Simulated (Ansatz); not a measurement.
Planning a run of Ansatz 0.2.0 on Ba2ClF3 (P-3m1). The input:

```yaml
crystal:
  lattice:
    - [4.4976579259, 0.0, 0.0]
    - [-2.248828963, 3.8950860214, 0.0]
    - [0.0, 0.0, 7.500756]
  atoms:
    - { symbol: Ba, position: [0.66666667, 0.33333333, 0.201239] }
    - { symbol: Ba, position: [0.33333333, 0.66666667, 0.798761] }
    - { symbol: Cl, position: [0.0, 0.0, 0.5] }
    - { symbol: F, position: [0.0, 0.0, 0.0] }
    - { symbol: F, position: [0.66666667, 0.33333333, 0.835733] }
    - { symbol: F, position: [0.33333333, 0.66666667, 0.164267] }
kpoints:
  mp_grid: { grid: [6, 6, 2] }
  band_path:
    path:
      - [0.0, 0.0, 0.0]
      - [0.5, 0.0, 0.0]
      - [0.33333333, 0.33333333, 0.0]
      - [0.0, 0.0, 0.5]
      - [0.5, 0.0, 0.5]
      - [0.33333333, 0.33333333, 0.5]
    npoints: 1
hamiltonian:
  xc: hse06
scf:
  occupations: { method: fixed }
  n_extra_bands: 6
output:
  eigenvalues: true
```

```sh
ansatz run input.yaml --threads 8 --pin off --max-ram 18432MiB --backend cpu --events-out ev --progress --plain --runs-dir out
```

Question: Estimate wall time and host memory on 8 threads of Arm Neoverse N1, shared host.

It took 1.8 min; on shared hardware allow 55 s to 3.7 min. Peak host memory was 2.8 GiB. The sizes that set the cost: 2575 plane waves a state, 14 irreducible k points and 14 SCF cycles.

Exact exchange couples every pair of k points and filled bands, so it costs far more than a semilocal run.

[Paths, hosts, dates, memory and timing lines, banners, echoed tables and standing remarks are left out of the program output.]

[Logs are printed without paths, hosts, clocks, repeated set-up lines and the standing remarks that a program may print on its own settings, such as how far it seeks lower states.]

[Runs of the session that timed out or met a known fault of the program may be left out.]

[Cells called generated may have been cut or substituted from an entry of the Crystallography Open Database or the Materials Project.]

[Hosts, paths, dates, database ids (printed as entryN), source tags and the programs' standing remarks are cut or masked in the printed files.]
